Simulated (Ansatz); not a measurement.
## La on Rh(111): change of the work function

Aim: the work function of Rh(111) at several coverages of La (fcc site), and the dipole that each adsorbate carries.

Program: Ansatz 0.2.0. Level of theory: plane-wave DFT, PBE, Ansatz PAW. Values are calculated unless marked as measured.

Report form: inputs, costs, results and the conclusion, without the logs.

**1. Starting point**

The cell holds 4 atoms: 4 Rh. Cell: a = 2.687 Å, b = 2.687 Å, c = 24.582 Å, α = 90.0°, β = 90.0°, γ = 60.0°. Vacuum lies along c.

**2. The clean slab**

The bare slab comes first, as the zero from which every change is counted. The two lowest layers are held at bulk places and the upper ones relax. The dipole correction removes the false field that a one-sided slab makes across the periodic vacuum, so each face gets a flat vacuum level of its own.

input.yaml

```yaml
crystal:
  lattice:
    - [2.6870057685, 0.0, 0.0]
    - [1.3435028843, 2.3270152556, 0.0]
    - [0.0, 0.0, 24.5817930688]
  atoms:
    - { symbol: Rh, position: [0.0, 0.0, 0.3661246344] }
    - { symbol: Rh, position: [0.3333333333, 0.3333333333, 0.4553748781] }
    - { symbol: Rh, position: [0.6666666667, 0.6666666667, 0.5446251219] }
    - { symbol: Rh, position: [0.0, 0.0, 0.6338753656] }
kpoints:
  mp_grid: { grid: [12, 12, 1] }
hamiltonian:
  xc: pbe
scf:
  occupations: { method: fermi_dirac, width: 0.1 }
  convergence: { dr2_threshold: 1.0e-08 }
efield:
  axis: 3
  dipole_correction: true
  ramp_position: 0.97
  ramp_width: 0.06
relax:
  f_tol: 0.02
  max_steps: 60
  constraints: [{ sites: [0, 1] }]
output:
  write_potential: true
  write_density: true
  volumetric_format: npy
```

Command:

```
$ ansatz run input.yaml --threads 4 --pin off --max-ram 16384MiB --backend cpu --events-out ev --progress --plain --runs-dir out
```

The job ended after 9.5 s (4 threads of Arm Neoverse V1, shared host; peak memory 0.46 GiB; 35 s of CPU time).

The steps of the relaxation:

```
step  energy less that of the first step (eV)  largest force component (eV/Å)
   1                                   0.0000                          0.0350
   2                                  -0.0001                          0.0224
   3                                  -0.0001                          0.0004
```

Forces are held to the 6 operations that the program found; a distortion that breaks them can't arise in this run.

Final coordinates:

```xyz
4
Lattice="2.6870 0.0000 0.0000 1.3435 2.3270 0.0000 0.0000 0.0000 24.5818" Properties=species:S:1:pos:R:3
Rh    0.0000    0.0000    9.0000
Rh    1.3435    0.7757   11.1939
Rh    2.6870    1.5513   13.3841
Rh    0.0000    0.0000   15.5738
```

Read from the output:

| Quantity | Value |
| --- | --- |
| energy at zero smearing | -25609.9437 eV |
| work function, upper face | 5.167 eV |
| dipole along the normal | 6.10e-5 e·Å |

Running mean over 2.194 Å of the planar mean; the ramp of the sawtooth is left out. Electron's electrostatic potential energy less the Fermi level against z:

```
z (Å)  electron's electrostatic potential energy less the Fermi level (eV)
    4                                                                 5.17
    5                                                                 5.16
    6                                                                 5.10
    7                                                                 4.16
    8                                                                -5.57
    9                                                                -12.7
   10                                                                -13.1
   11                                                                -13.2
   12                                                                -13.3
   13                                                                -13.3
   14                                                                -13.2
   15                                                                -13.0
   16                                                                -11.5
   17                                                                0.143
   18                                                                 4.85
   19                                                                 5.14
   20                                                                 5.17
   21                                                                 5.17
```

The relaxation took 3 steps and lowered the energy by 1.3e-4 eV; the largest force on the free atoms ends at 4.0e-4 eV/Å.

The work function of the upper face is 5.17 eV.

**3. Adsorbate added, k-mesh 4×4×1, coverage 0.111 ML**

System of this step: La/Rh(111). The cell holds 37 atoms: 36 Rh and 1 La. Its edges and angles: a = 8.061 Å, b = 8.061 Å, c = 27.817 Å, α = 90.0°, β = 90.0°, γ = 60.0°. Vacuum lies along c.

The clean slab as it ended is repeated in the plane and the adsorbate is set on one face; the cell's size fixes the coverage, and the k-mesh shrinks with it to keep the sampling density about even. Adsorbate and upper layers relax, since the dipole depends on the height.

input.yaml

```yaml
crystal:
  lattice:
    - [8.0610173054, -1.0e-10, 0.0]
    - [4.0305086528, 6.9810457668, 0.0]
    - [0.0, 0.0, 27.8165256035]
  atoms:
    - { symbol: Rh, position: [0.0, 0.0, 0.3235486749] }
    - { symbol: Rh, position: [0.1111111111, 0.1111111111, 0.4024201722] }
    - { symbol: Rh, position: [0.2222222222, 0.2222222222, 0.4811559949] }
    - { symbol: Rh, position: [0.0, 0.0, 0.5598761935] }
    - { symbol: Rh, position: [0.0, 0.3333333333, 0.3235486749] }
    - { symbol: Rh, position: [0.1111111111, 0.4444444444, 0.4024201722] }
    - { symbol: Rh, position: [0.2222222222, 0.5555555556, 0.4811559949] }
    - { symbol: Rh, position: [0.0, 0.3333333333, 0.5598761935] }
    - { symbol: Rh, position: [0.0, 0.6666666667, 0.3235486749] }
    - { symbol: Rh, position: [0.1111111111, 0.7777777778, 0.4024201722] }
    - { symbol: Rh, position: [0.2222222222, 0.8888888889, 0.4811559949] }
    - { symbol: Rh, position: [0.0, 0.6666666667, 0.5598761935] }
    - { symbol: Rh, position: [0.3333333333, 0.0, 0.3235486749] }
    - { symbol: Rh, position: [0.4444444444, 0.1111111111, 0.4024201722] }
    - { symbol: Rh, position: [0.5555555556, 0.2222222222, 0.4811559949] }
    - { symbol: Rh, position: [0.3333333333, 0.0, 0.5598761935] }
    - { symbol: Rh, position: [0.3333333333, 0.3333333333, 0.3235486749] }
    - { symbol: Rh, position: [0.4444444444, 0.4444444444, 0.4024201722] }
    - { symbol: Rh, position: [0.5555555556, 0.5555555556, 0.4811559949] }
    - { symbol: Rh, position: [0.3333333333, 0.3333333333, 0.5598761935] }
    - { symbol: Rh, position: [0.3333333333, 0.6666666667, 0.3235486749] }
    - { symbol: Rh, position: [0.4444444444, 0.7777777778, 0.4024201722] }
    - { symbol: Rh, position: [0.5555555556, 0.8888888889, 0.4811559949] }
    - { symbol: Rh, position: [0.3333333333, 0.6666666667, 0.5598761935] }
    - { symbol: Rh, position: [0.6666666667, 0.0, 0.3235486749] }
    - { symbol: Rh, position: [0.7777777778, 0.1111111111, 0.4024201722] }
    - { symbol: Rh, position: [0.8888888889, 0.2222222222, 0.4811559949] }
    - { symbol: Rh, position: [0.6666666667, 0.0, 0.5598761935] }
    - { symbol: Rh, position: [0.6666666667, 0.3333333333, 0.3235486749] }
    - { symbol: Rh, position: [0.7777777778, 0.4444444444, 0.4024201722] }
    - { symbol: Rh, position: [0.8888888889, 0.5555555556, 0.4811559949] }
    - { symbol: Rh, position: [0.6666666667, 0.3333333333, 0.5598761935] }
    - { symbol: Rh, position: [0.6666666667, 0.6666666667, 0.3235486749] }
    - { symbol: Rh, position: [0.7777777778, 0.7777777778, 0.4024201722] }
    - { symbol: Rh, position: [0.8888888889, 0.8888888889, 0.4811559949] }
    - { symbol: Rh, position: [0.6666666667, 0.6666666667, 0.5598761935] }
    - { symbol: La, position: [0.1111111111, 0.1111111111, 0.6764513251] }
kpoints:
  mp_grid: { grid: [4, 4, 1] }
hamiltonian:
  xc: pbe
scf:
  occupations: { method: fermi_dirac, width: 0.1 }
  convergence: { dr2_threshold: 1.0e-08 }
efield:
  axis: 3
  dipole_correction: true
  ramp_position: 0.97
  ramp_width: 0.06
relax:
  f_tol: 0.02
  max_steps: 60
  constraints:
    - { sites: [0, 1, 4, 5, 8, 9, 12, 13, 16, 17, 20, 21, 24, 25, 28, 29, 32, 33] }
output:
  write_potential: true
  write_density: true
  volumetric_format: npy
```

Elapsed: 23 min, on 4 threads; peak memory 9.8 GiB; 66 min of CPU time.

The steps of the relaxation:

| step | energy less that of the first step (eV) | largest force component (eV/Å) |
| --- | --- | --- |
| 1 | 0.0000 | 3.2396 |
| 2 | -0.7739 | 3.5912 |
| 3 | -1.6140 | 3.7322 |
| 4 | -2.3730 | 3.3449 |
| 5 | -2.9724 | 1.9862 |
| 6 | -3.2078 | 0.2570 |
| 7 | -3.1967 | 0.3570 |
| 8 | -3.2415 | 0.0642 |
| 9 | -3.2426 | 0.0028 |

Relaxation step 7 was tried and not accepted.

The run keeps the 6 symmetry operations that the program found, so distortions that break them were not tested.

The atoms that moved most (Å):

| atom | dx | dy | dz | length |
| --- | --- | --- | --- | --- |
| La37 | 0.000 | 0.000 | -1.065 | 1.065 |
| Rh4 | -0.030 | -0.017 | 0.066 | 0.075 |
| Rh16 | 0.030 | -0.017 | 0.066 | 0.075 |
| Rh8 | 0.000 | 0.035 | 0.066 | 0.075 |
| Rh24 | 0.000 | -0.009 | 0.027 | 0.029 |
| Rh32 | -0.008 | 0.004 | 0.027 | 0.029 |
| Rh20 | 0.008 | 0.004 | 0.027 | 0.029 |
| Rh23 | 0.010 | -0.006 | -0.013 | 0.018 |

Final coordinates:

```
Rh La
1.0
     8.06102    0.00000    0.00000
     4.03051    6.98105    0.00000
     0.00000    0.00000   27.81653
Rh La
36 1
Direct
  0.00000 0.00000 0.32355
  0.11111 0.11111 0.40242
  0.22186 0.22186 0.48123
  0.99750 0.99750 0.56226
  0.00000 0.33333 0.32355
  0.11111 0.44444 0.40242
  0.22188 0.55573 0.48164
  0.99750 0.33833 0.56226
  0.00000 0.66667 0.32355
  0.11111 0.77778 0.40242
  0.22186 0.88961 0.48123
  0.99987 0.66673 0.56021
  0.33333 0.00000 0.32355
  0.44444 0.11111 0.40242
  0.55573 0.22188 0.48164
  0.33833 0.99750 0.56226
  0.33333 0.33333 0.32355
  0.44444 0.44444 0.40242
  0.55573 0.55573 0.48164
  0.33397 0.33397 0.56085
  0.33333 0.66667 0.32355
  0.44444 0.77778 0.40242
  0.55721 0.88806 0.48068
  0.33397 0.66539 0.56085
  0.66667 0.00000 0.32355
  0.77778 0.11111 0.40242
  0.88961 0.22186 0.48123
  0.66673 0.99987 0.56021
  0.66667 0.33333 0.32355
  0.77778 0.44444 0.40242
  0.88806 0.55721 0.48068
  0.66539 0.33397 0.56085
  0.66667 0.66667 0.32355
  0.77778 0.77778 0.40242
  0.88806 0.88806 0.48068
  0.66673 0.66673 0.56021
  0.11111 0.11111 0.63818
```

Numbers from this step:

* energy at zero smearing: -236742.2119 eV
* work function, upper face: 2.694 eV
* work function, lower face: 5.174 eV
* dipole along the normal: 0.7711 e·Å
* step between the vacuum levels: -2.479 eV

Running mean over 2.194 Å of the planar mean; the ramp of the sawtooth is left out. Table of electron's electrostatic potential energy less the Fermi level by z:

| z (Å) | electron's electrostatic potential energy less the Fermi level (eV) |
| --- | --- |
| 4 | 5.17 |
| 5 | 5.17 |
| 6 | 5.10 |
| 7 | 4.16 |
| 8 | -5.57 |
| 9 | -12.7 |
| 10 | -13.1 |
| 11 | -13.2 |
| 12 | -13.3 |
| 13 | -13.2 |
| 14 | -12.9 |
| 15 | -12.8 |
| 16 | -12.0 |
| 17 | -2.48 |
| 18 | 1.07 |
| 19 | 1.80 |
| 20 | 2.56 |
| 21 | 2.68 |
| 22 | 2.69 |
| 23 | 2.69 |
| 24 | 2.69 |

The relaxation took 9 steps and lowered the energy by 3.2 eV; the largest force on the free atoms ends at 0.0028 eV/Å.

The covered face has 2.69 eV, -2.47 eV against the clean one; the bare back face has moved by +0.00 eV, a measure of how thin the slab is.

(Continued in part 2 of 2.)

[Long decimals in the printed logs are rounded to 6 places.]

[Logs are printed without paths, hosts, clocks, repeated set-up lines and the standing remarks that a program may print on its own settings, such as how far it seeks lower states.]

[Hosts, paths, dates, database ids (printed as entryN), source tags and the programs' standing remarks are cut or masked in the printed files.]

[Maps of the electrostatic potential energy from Ansatz leave out the sawtooth potential of an applied field or a dipole correction, so their vacuum need not be flat; planar profiles and work functions include it.]
